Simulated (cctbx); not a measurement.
# Y2Er2Lu2Fe23 with cctbx, script by script

Library: cctbx 2025.11. The data are simulated by the first script.

## 1. Simulate the data

run.py:

```python
from cctbx import adptbx, crystal, miller, sgtbx, xray
from cctbx.array_family import flex
from iotbx.shelx import hklf
from scitbx import matrix
import scitbx.random

cs = crystal.symmetry(unit_cell=(8.451, 11.984, 8.466, 90, 90, 90), space_group_symbol='Hall: I 2 -2')  # Imm2
atoms = [  # label, site, U (iso, or U11 U22 U33 U12 U13 U23 in A^2), occupancy
    ("Lu1", (0.7088, 0, 0.6997), (0.0050, 0.0053, 0.0051, 0.0000, -0.0000, 0.0000), 1),
    ("Er1", (0.5, 0.2099, 0.503), (0.0061, 0.0058, 0.0056, 0.0000, 0.0000, 0.0000), 1),
    ("Y1", (0.2953, 0, 0.2958), (0.0076, 0.0073, 0.0113, 0.0000, -0.0009, 0.0000), 1),
    ("Fe1", (0.5, 0, 0.9952), (0.0096, 0.0070, 0.0087, 0.0000, 0.0000, 0.0000), 1),
    ("Fe2", (0.2465, 0.2476, 0.743), (0.0087, 0.0063, 0.0075, -0.0008, 0.0010, 0.0000), 1),
    ("Fe3", (0, 0, 0.5083), (0.0060, 0.0095, 0.0091, 0.0000, 0.0000, 0.0000), 1),
    ("Fe4", (0.2486, 0.1215, 0.9932), (0.0092, 0.0099, 0.0081, 0.0001, -0.0003, 0.0008), 1),
    ("Fe5", (0.5, 0.3826, 0.7457), (0.0091, 0.0067, 0.0049, 0.0000, 0.0000, -0.0006), 1),
    ("Fe6", (0.5, 0.3794, 0.2568), (0.0091, 0.0082, 0.0094, 0.0000, 0.0000, -0.0009), 1),
    ("Fe7", (0, 0, 0.0053), (0.0072, 0.0068, 0.0072, 0.0000, 0.0000, 0.0000), 1),
    ("Fe8", (0.644, 0.3204, 0.9981), (0.0075, 0.0061, 0.0064, 0.0003, -0.0003, -0.0001), 1),
    ("Fe9", (0.5, 0.1732, 0.153), (0.0046, 0.0072, 0.0090, 0.0000, 0.0000, -0.0000), 1),
    ("Fe10", (0.5, 0.1759, 0.8552), (0.0068, 0.0083, 0.0095, 0.0000, 0.0000, 0.0005), 1),
]
xs = xray.structure(crystal_symmetry=cs)
for label, site, u, occ in atoms:
    u = adptbx.u_cif_as_u_star(cs.unit_cell(), u) if isinstance(u, tuple) else u
    xs.add_scatterer(xray.scatterer(label, site=site, u=u, occupancy=occ))
xs.set_inelastic_form_factors(1.54184, "sasaki")
xs.show_summary()
p1 = xs.expand_to_p1()
ms = miller.build_set(p1, anomalous_flag=True, d_min=0.83)
flex.set_random_seed(46134)
scitbx.random.set_random_seed(46134)
ms = ms.select(flex.random_double(ms.size()) < 0.7)
i = ms.structure_factors_from_scatterers(p1, algorithm="direct").f_calc().as_intensity_array().data()
i = i / flex.sqrt(1 + 0.3 * i / flex.max(i))  # extinction
i = i * 20000 / flex.max(i)
sig = flex.sqrt(i + flex.pow2(0.02 * i) + 8 ** 2)
noise = scitbx.random.variate(scitbx.random.normal_distribution())(i.size())
data = ms.array(data=i + sig * noise, sigmas=sig).set_observation_type_xray_intensity()
with open("data.hkl", "w") as f:
    data.export_as_shelx_hklf(f)
print("reflections written:", data.size(), " <I/sigma> = %.1f" % flex.mean(data.data() / data.sigmas()))
for h, a, b in list(data.sort("data"))[:12]:
    print("%4d%4d%4d %9.1f %7.1f" % (h + (a, b)))
```

```console
$ python run.py
```

```text
Number of scatterers: 13
At special positions: 10
Unit cell: (8.451, 11.984, 8.466, 90, 90, 90)
Space group: I m m 2 (No. 44)
reflections written: 4354  <I/sigma> = 9.5
   4   0   0   20134.4   424.3
   2   4  -2   19937.6   418.6
  -4   0   0   19885.6   424.3
   2   4   2   19572.8   417.7
  -2   4   2   19528.1   417.7
  -2  -4   2   19175.0   417.7
  -2  -4  -2   18959.7   418.6
   0   0  -4   18581.3   402.5
   0   3  -3   10584.5   236.6
   0  -3  -3   10539.1   236.6
   0   3   3   10442.5   236.2
  -3   0   3    8912.8   195.7
```

It took 0.26 s on 1 thread of Arm Neoverse V2, with other jobs on the host, peak memory 0.07 GiB.

## 2. Symmetry

run.py:

```python
from cctbx import crystal, sgtbx, statistics
from cctbx.array_family import flex
from iotbx.shelx import hklf

p1 = crystal.symmetry(unit_cell=(8.451, 11.984, 8.466, 90, 90, 90), space_group_symbol="P 1")
raw = hklf.reader(file_name="data.hkl").as_miller_arrays(crystal_symmetry=p1, anomalous=True)[0]
print(raw.size(), "reflections to d = %.3f A" % raw.d_min())
isig = raw.data() / raw.sigmas()
print("centring   violations  <I/sigma> of those")
best = "P"
for c in "ABCIRF":
    a = raw.customized_copy(space_group_info=sgtbx.space_group_info("Hall: %s 1" % c)).sys_absent_flags().data()
    m = flex.mean(isig.select(a))
    print("%5s %10d of %5d %8.1f" % (c, (isig.select(a) > 4).count(True), a.count(True), m))
    if (isig.select(a) > 4).count(True) < 0.01 * a.count(True):
        best = c
raw = raw.select(~raw.customized_copy(space_group_info=sgtbx.space_group_info("Hall: %s 1" % best)).sys_absent_flags().data())
isig = raw.data() / raw.sigmas()
rows = []
for s in sgtbx.space_group_symbol_iterator():
    g = sgtbx.space_group(s)
    if g.conventional_centring_type_symbol() != best or not g.is_compatible_unit_cell(p1.unit_cell(), 1e-3, 0.02):
        continue
    rows.append((s, g))
print("Laue class    unique    Rint  (classes that these axes allow; Friedel mates merged)")
rint = {}
for s, g in rows:
    laue = g.build_derived_patterson_group()
    key = laue.type().hall_symbol()
    if key not in rint:
        m = raw.customized_copy(space_group_info=laue.info(), anomalous_flag=False).merge_equivalents()
        rint[key] = m.r_int()
        print("%-14s %6d %7.3f" % (laue.type().lookup_symbol(), m.array().size(), m.r_int()))
floor = min(rint.values())
good = [(s, g) for s, g in rows if rint[g.build_derived_patterson_group().type().hall_symbol()] < 2 * floor + 0.03]
top = max(g.build_derived_patterson_group().order_z() for s, g in good)
print("space group    extra absences  I>4sigma  <I/sigma>")
for s, g in good:
    laue = g.build_derived_patterson_group()
    if laue.order_z() != top:
        continue
    a = raw.customized_copy(space_group_info=g.info()).sys_absent_flags().data()
    a &= ~raw.customized_copy(space_group_info=laue.info()).sys_absent_flags().data()
    bad = (isig.select(a) > 4).count(True)
    if bad <= 0.03 * a.count(True):
        print("%-16s %8d %10d %9s  %s" % (s.universal_hermann_mauguin(), a.count(True), bad, "%.1f" % flex.mean(isig.select(a)) if a.count(True) else "-", "centric" if g.is_centric() else "acentric"))
laue = max(good, key=lambda t: t[1].build_derived_patterson_group().order_z())[1].build_derived_patterson_group()
f = raw.customized_copy(space_group_info=laue.info(), anomalous_flag=False).merge_equivalents().array().eliminate_sys_absent().f_sq_as_f()
f.set_observation_type_xray_amplitude()
bins = max(3, min(8, f.size() // 12))
f.setup_binner(n_bins=bins)
w = statistics.wilson_plot(f, {e: n / laue.order_z() for e, n in {'Lu': 4.0, 'Er': 4.0, 'Y': 4.0, 'Fe': 46.0}.items()}, e_statistics=True)
print("Wilson B = %.2f A^2   <|E^2-1|> = %.3f (0.968 centric, 0.736 acentric)   E^2>4: %.1f %%" % (w.wilson_b, w.mean_e_sq_minus_1, w.percent_e_sq_gt_2))
print("shell (A)         n   <I/sigma>")
m = raw.customized_copy(space_group_info=laue.info(), anomalous_flag=False).merge_equivalents().array().eliminate_sys_absent()
for b in m.setup_binner(n_bins=bins).range_used():
    sel = m.binner().selection(b)
    print("%5.2f - %4.2f %6d %8.1f" % (min(m.binner().bin_d_range(b)[0] if m.binner().bin_d_range(b)[0] > 0 else 99, 99), m.binner().bin_d_range(b)[1], sel.count(True), flex.mean((m.data() / m.sigmas()).select(sel))))
```

```console
$ python run.py
```

```text
4354 reflections to d = 0.830 A
centring   violations  <I/sigma> of those
    A        990 of  2153      9.2
    B       1008 of  2182      9.4
    C        994 of  2145      9.4
    I          0 of  2186      0.0
    R       1331 of  2906      9.4
    F       1496 of  3240      9.3
Laue class    unique    Rint  (classes that these axes allow; Friedel mates merged)
I 1 2/m 1         809   0.033
I 1 1 2/m         817   0.033
I 2/m 1 1         814   0.033
I m m m           468   0.034
space group    extra absences  I>4sigma  <I/sigma>
I 2 2 2                 0          0         -  acentric
I 21 21 21              0          0         -  acentric
I m m 2                 0          0         -  acentric
I 2 m m                 0          0         -  acentric
I m 2 m                 0          0         -  acentric
I m m m                 0          0         -  centric
Wilson B = 0.90 A^2   <|E^2-1|> = 0.821 (0.968 centric, 0.736 acentric)   E^2>4: 1.9 %
shell (A)         n   <I/sigma>
 6.91 - 1.65     72     37.3
 1.65 - 1.32     52     37.7
 1.32 - 1.15     74     38.8
 1.15 - 1.05     44     30.1
 1.05 - 0.97     60     35.1
 0.97 - 0.91     61     25.5
 0.91 - 0.87     48     38.4
 0.87 - 0.83     57     17.4
```

Time: 0.26 s.

## 3. Charge flipping

run.py:

```python
import itertools
from cctbx import crystal, maptbx
from cctbx.array_family import flex
from iotbx.shelx import hklf
from smtbx.ab_initio import charge_flipping as cf

cs = crystal.symmetry(unit_cell=(8.451, 11.984, 8.466, 90, 90, 90), space_group_symbol='Hall: I 2 -2')  # Imm2
raw = hklf.reader(file_name="data.hkl").as_miller_arrays(crystal_symmetry=cs, anomalous=True)[0]
merged = raw.eliminate_sys_absent().merge_equivalents()
fo2 = merged.array().set_observation_type_xray_intensity()
f = fo2.average_bijvoet_mates().f_sq_as_f().resolution_filter(d_min=0.83)
p1 = f.expand_to_p1()
work = p1
flex.set_random_seed(4279)
it = cf.weak_reflection_improved_iterator(delta=None, weak_reflection_fraction=0.2)
it.start(work, phases=flex.random_double(p1.size()) * 6.2832, f_000=0)
it.delta = 1.1 * it.rho_map.sigma()
print("cycle      R  skewness")
for n, st in enumerate(itertools.islice(it, 150)):
    if n % 12 == 0:
        print("%5d %6.3f %8.2f" % (n, st.r1_factor(), st.rho_map.skewness()))
rho = p1.phase_transfer(it.f_calc).fft_map().apply_volume_scaling()
polish = cf.low_density_elimination_iterator(constant_rho_c=rho.sigma())
polish.start(f_obs=p1, phases=it.f_calc, f_000=0)
for _ in range(8):
    next(polish)
print("origin shift          correlation  skewness")
maps = []
for fc, shift, cc in itertools.islice(cf.f_calc_symmetrisations(f, polish.f_calc, 0), 4):
    m = f.phase_transfer(fc).fft_map(symmetry_flags=maptbx.use_space_group_symmetry, resolution_factor=0.25).apply_sigma_scaling()
    maps.append((m.skewness(), cc, m))
    print("%6.3f %6.3f %6.3f %10.3f %9.2f" % (tuple(shift) + (cc, m.skewness())))
skew, cc, m = max((t for t in maps if t[1] > maps[0][1] - 0.04), key=lambda t: t[0])
print("taken: symmetry correlation %.3f, skewness %.2f" % (cc, skew))
peaks = m.peak_search(parameters=maptbx.peak_search_parameters(min_distance_sym_equiv=0.9, max_clusters=18)).all()
sps = cs.special_position_settings(min_distance_sym_equiv=0.5)
print("peak      x       y       z  mult  height/sigma")
for k, (x, h) in enumerate(zip(peaks.sites(), peaks.heights())):
    ss = sps.site_symmetry(x)
    print("Q%-3d %7.4f %7.4f %7.4f %4d %8.1f" % ((k + 1,) + tuple(t % 1 for t in ss.exact_site()) + (ss.multiplicity(), h)))
```

```console
$ python run.py
```

```text
cycle      R  skewness
    0  0.557     0.28
   12  0.463     2.10
   24  0.362     3.67
   36  0.322     3.81
   48  0.310     3.71
   60  0.313     3.72
   72  0.318     3.61
   84  0.318     3.53
   96  0.304     3.51
  108  0.313     3.55
  120  0.311     3.43
  132  0.313     3.50
  144  0.331     3.57
origin shift          correlation  skewness
 0.411  0.060  0.000      0.912      2.03
 0.415  0.291  0.000      0.890      2.33
 0.408  0.437 -0.000      0.886      1.52
 0.133  0.061 -0.000      0.888      1.89
taken: symmetry correlation 0.890, skewness 2.33
peak      x       y       z  mult  height/sigma
Q1    0.0000  0.0000  0.4336    2     13.9
Q2    0.2283  0.0000  0.7052    4     11.5
Q3    0.0000  0.0551  0.1075    4      6.6
Q4    0.2119  0.3884  0.9595    8      6.2
Q5    0.2050  0.2298  0.2528    8      6.0
Q6    0.0000  0.5000  0.3501    2      5.5
Q7    0.1511  0.4097  0.6952    8      5.0
Q8    0.0000  0.2308  0.4934    4      5.0
Q9    0.0000  0.1927  0.8685    4      4.6
Q10   0.0000  0.5000  0.9331    2      4.2
Q11   0.0000  0.3730  0.7541    4      4.1
Q12   0.1228  0.3004  0.2459    8      4.0
Q13   0.2333  0.0514  0.0797    8      3.9
Q14   0.2300  0.1200  0.9688    8      3.9
Q15   0.0631  0.5000  0.4783    4      3.8
Q16   0.0000  0.2987  0.6265    4      3.6
Q17   0.0000  0.4236  0.1062    4      3.6
Q18   0.0000  0.2665  0.9747    4      3.4
```

Time: 0.38 s.

## 4. Refinement (model from the peaks)

run.py:

```python
import math
from cctbx import adptbx, crystal, maptbx, sgtbx, xray
from cctbx.array_family import flex
from cctbx.xray import observations
from iotbx.shelx import hklf
from scitbx.lstbx import normal_eqns_solving
from smtbx import absolute_structure, utils
from smtbx.refinement import constraints, least_squares

cs = crystal.symmetry(unit_cell=(8.451, 11.984, 8.466, 90, 90, 90), space_group_symbol='Hall: I 2 -2')  # Imm2
atoms = [  # label, site, U (iso, or U11 U22 U33 U12 U13 U23 in A^2), occupancy
    ("Lu1", (0, 0, 0.4336), 0.0200, 1),
    ("Er1", (0.2283, 0, 0.7052), 0.0200, 1),
    ("Y1", (0, 0.0551, 0.1075), 0.0200, 1),
    ("Fe1", (0.2119, 0.3884, 0.9595), 0.0200, 1),
    ("Fe2", (0.205, 0.2298, 0.2528), 0.0200, 1),
    ("Lu2", (0, 0.5, 0.3501), 0.0200, 1),
    ("Fe3", (0.1511, 0.4097, 0.6952), 0.0200, 1),
    ("Fe4", (0, 0.2308, 0.4934), 0.0200, 1),
    ("Fe5", (0, 0.1927, 0.8685), 0.0200, 1),
    ("Fe6", (0, 0.5, 0.9331), 0.0200, 1),
    ("Fe7", (0, 0.373, 0.7541), 0.0200, 1),
]
xs = xray.structure(crystal_symmetry=cs)
for label, site, u, occ in atoms:
    u = adptbx.u_cif_as_u_star(cs.unit_cell(), u) if isinstance(u, tuple) else u
    xs.add_scatterer(xray.scatterer(label, site=site, u=u, occupancy=occ))
xs.set_inelastic_form_factors(1.54184, "sasaki")
raw = hklf.reader(file_name="data.hkl").as_miller_arrays(crystal_symmetry=cs, anomalous=True)[0]
merged = raw.eliminate_sys_absent().merge_equivalents()
fo2 = merged.array().set_observation_type_xray_intensity()
print("Rint %.3f, %d unique reflections to %.2f A" % (merged.r_int(), fo2.size(), fo2.d_min()))
for sc in xs.scatterers():
    sc.flags.set_grad_site(True)
    sc.flags.set_grad_u_aniso(sc.flags.use_u_aniso())
    sc.flags.set_grad_u_iso(sc.flags.use_u_iso())
obs = fo2.as_xray_observations()
extra = {}
rep = constraints.reparametrisation(xs, [], utils.connectivity_table(xs), **extra)
ls = least_squares.crystallographic_ls(obs, rep, weighting_scheme=least_squares.mainstream_shelx_weighting(a=0, b=0))
print("cycle     R1     wR2    GooF  max shift (A)")
for cycle in range(6):
    ls.build_up()
    r1, wr2, goof = ls.r1_factor(cutoff_factor=2)[0], ls.wR2(), ls.goof()
    old = xs.sites_cart()
    normal_eqns_solving.levenberg_marquardt_iterations(ls, n_max_iterations=3, tau=0.0001, step_threshold=1e-7)
    big = flex.max((xs.sites_cart() - old).norms())
    print("%4d %7.4f %7.4f %7.3f %9.5f" % (cycle + 1, r1, wr2, goof, big))
    ls.build_up(objective_only=True)
    if abs(ls.wR2() - wr2) < 5e-5 and big < 5e-4:
        break
ls.build_up()
print("final R1 %.4f wR2 %.4f GooF %.3f  parameters %d  data/parameter %.1f" % (ls.r1_factor(cutoff_factor=2)[0], ls.wR2(), ls.goof(), ls.n_parameters, fo2.size() / ls.n_parameters))
cov = ls.covariance_matrix_and_annotations()
su = dict(zip(cov.annotations, (math.sqrt(max(v, 0)) for v in cov.matrix.matrix_packed_u_diagonal())))
a2 = cs.unit_cell().reciprocal_parameters()[0] ** -2
print("atom        x        y        z      Ueq    occ   su(xyz)  su(Uiso or U11)")
for sc in xs.scatterers():
    s = max(su.get(sc.label + k, 0) for k in (".x", ".y", ".z"))
    npd = "" if sc.is_positive_definite_u(cs.unit_cell()) else "  NPD"
    print("%-5s %8.5f %8.5f %8.5f %8.4f %6.3f %8.5f %7.4f%s" % ((sc.label,) + sc.site + (sc.u_iso_or_equiv(cs.unit_cell()), sc.occupancy, s, su.get(sc.label + ".uiso", su.get(sc.label + ".u11", 0) * a2), npd)))
fo = fo2.f_sq_as_f()
fc = fo.structure_factors_from_scatterers(xs, algorithm="direct").f_calc()
diff = fo.f_obs_minus_f_calc(1 / math.sqrt(ls.scale_factor()), fc).average_bijvoet_mates()
m = diff.fft_map(symmetry_flags=maptbx.use_space_group_symmetry, resolution_factor=0.25).apply_volume_scaling()
print("difference map: max %.2f min %.2f rms %.2f" % (m.statistics().max(), m.statistics().min(), m.statistics().sigma()))
peaks = m.peak_search(parameters=maptbx.peak_search_parameters(min_distance_sym_equiv=0.6, max_clusters=7)).all()
near = xs.closest_distances(peaks.sites(), distance_cutoff=4)
sps = cs.special_position_settings(min_distance_sym_equiv=0.5)
for k, (x, h) in enumerate(zip(peaks.sites(), peaks.heights())):
    ss = sps.site_symmetry(x)
    print("Q%-3d %7.4f %7.4f %7.4f %4d %7.2f  %.2f A from %s" % ((k + 1,) + tuple(t % 1 for t in ss.exact_site()) + (ss.multiplicity(), h, near.smallest_distances[k], xs.scatterers()[near.i_seqs[k]].label)))
```

```console
$ python run.py
```

```text
Rint 0.023, 854 unique reflections to 0.83 A
cycle     R1     wR2    GooF  max shift (A)
   1  0.6553  0.9095  30.184   0.03571
   2  0.6427  0.9015  29.917   0.03592
   3  0.6304  0.8933  29.647   0.03434
   4  0.6186  0.8856  29.390   0.03103
   5  0.6082  0.8786  29.158   0.02654
   6  0.5992  0.8725  28.956   0.02172
final R1 0.5913 wR2 0.8672 GooF 28.781  parameters 33  data/parameter 25.9
atom        x        y        z      Ueq    occ   su(xyz)  su(Uiso or U11)
Lu1    0.00000  0.00000  0.42958   0.0157  1.000  0.00441  0.0122
Er1    0.21127  0.00000  0.71894   0.0120  1.000  0.00437  0.0086
Y1     0.00000  0.05141  0.11288   0.0212  1.000  0.00719  0.0136
Fe1    0.20388  0.38391  0.95340   0.0180  1.000  0.00945  0.0155
Fe2    0.20961  0.23142  0.24915   0.0148  1.000  0.00984  0.0161
Lu2    0.00000  0.50000  0.34066   0.0218  1.000  0.00507  0.0128
Fe3    0.15294  0.40978  0.69388   0.0220  1.000  0.00910  0.0161
Fe4    0.00000  0.22979  0.49439   0.0163  1.000  0.01341  0.0216
Fe5    0.00000  0.20030  0.87056   0.0172  1.000  0.01308  0.0234
Fe6    0.00000  0.50000  0.93441   0.0207  1.000  0.01842  0.0346
Fe7    0.00000  0.37509  0.75505   0.0190  1.000  0.01387  0.0246
difference map: max 183.71 min -55.31 rms 13.36
Q1    0.2116  0.0000  0.7214    4  188.62  0.02 A from Er1
Q2    0.0000  0.0000  0.4297    2  151.40  0.00 A from Lu1
Q3    0.0000  0.2189  0.5042    4  107.42  0.15 A from Fe4
Q4    0.0000  0.1997  0.8908    4  104.91  0.17 A from Fe5
Q5    0.0000  0.5000  0.9558    2   91.25  0.18 A from Fe6
Q6    0.0000  0.5000  0.3320    2   84.33  0.07 A from Lu2
Q7    0.0000  0.0497  0.1091    4   68.11  0.04 A from Y1
```

Time: 0.65 s.

Figures of merit this high mean that the model is still wrong or incomplete.

## 5. Charge flipping

run.py, as its changes from the last script of this kind:

```diff
@@ -13,2 +13,3 @@
-work = p1
-flex.set_random_seed(4279)
+p1.setup_binner_counting_sorted(reflections_per_bin=max(40, p1.size() // 12))
+work = p1.array(data=p1.data() / p1.amplitude_quasi_normalisations().data())
+flex.set_random_seed(4280)
@@ -19,2 +20,2 @@
-for n, st in enumerate(itertools.islice(it, 150)):
-    if n % 12 == 0:
+for n, st in enumerate(itertools.islice(it, 300)):
+    if n % 25 == 0:
```

```console
$ python run.py
```

```text
cycle      R  skewness
    0  0.573     0.24
   25  0.475     1.66
   50  0.476     2.29
   75  0.433     2.95
  100  0.419     2.97
  125  0.437     2.83
  150  0.440     2.88
  175  0.441     2.75
  200  0.428     2.74
  225  0.427     2.73
  250  0.439     2.96
  275  0.423     2.74
origin shift          correlation  skewness
 0.035  0.080 -0.000      0.872      0.97
 0.037  0.325 -0.000      0.862      1.20
 0.032  0.445  0.000      0.855      1.07
 0.293  0.079 -0.000      0.866      1.16
taken: symmetry correlation 0.862, skewness 1.20
peak      x       y       z  mult  height/sigma
Q1    0.1948  0.0000  0.2585    4     11.2
Q2    0.0000  0.2113  0.0661    4      6.1
Q3    0.0992  0.4393  0.6350    8      5.9
Q4    0.2456  0.0000  0.8762    4      4.9
Q5    0.1593  0.5000  0.3213    4      4.3
Q6    0.2370  0.2399  0.3170    8      4.2
Q7    0.0000  0.1981  0.4362    4      4.1
Q8    0.1188  0.3748  0.8141    8      3.8
Q9    0.0951  0.0000  0.4528    4      3.5
Q10   0.1096  0.1716  0.6206    8      3.5
Q11   0.1027  0.2369  0.5268    8      3.3
Q12   0.1093  0.3714  0.4438    8      3.3
Q13   0.0000  0.1053  0.7641    4      3.3
Q14   0.1245  0.0615  0.8571    8      3.2
Q15   0.1911  0.0918  0.5961    8      3.2
Q16   0.1424  0.1685  0.1331    8      3.2
Q17   0.1013  0.1176  0.7006    8      3.2
Q18   0.1354  0.3246  0.5817    8      3.1
```

Time: 0.49 s.

[Logs are printed without paths, hosts, clocks, repeated set-up lines and the standing remarks that a program may print on its own settings, such as how far it seeks lower states.]
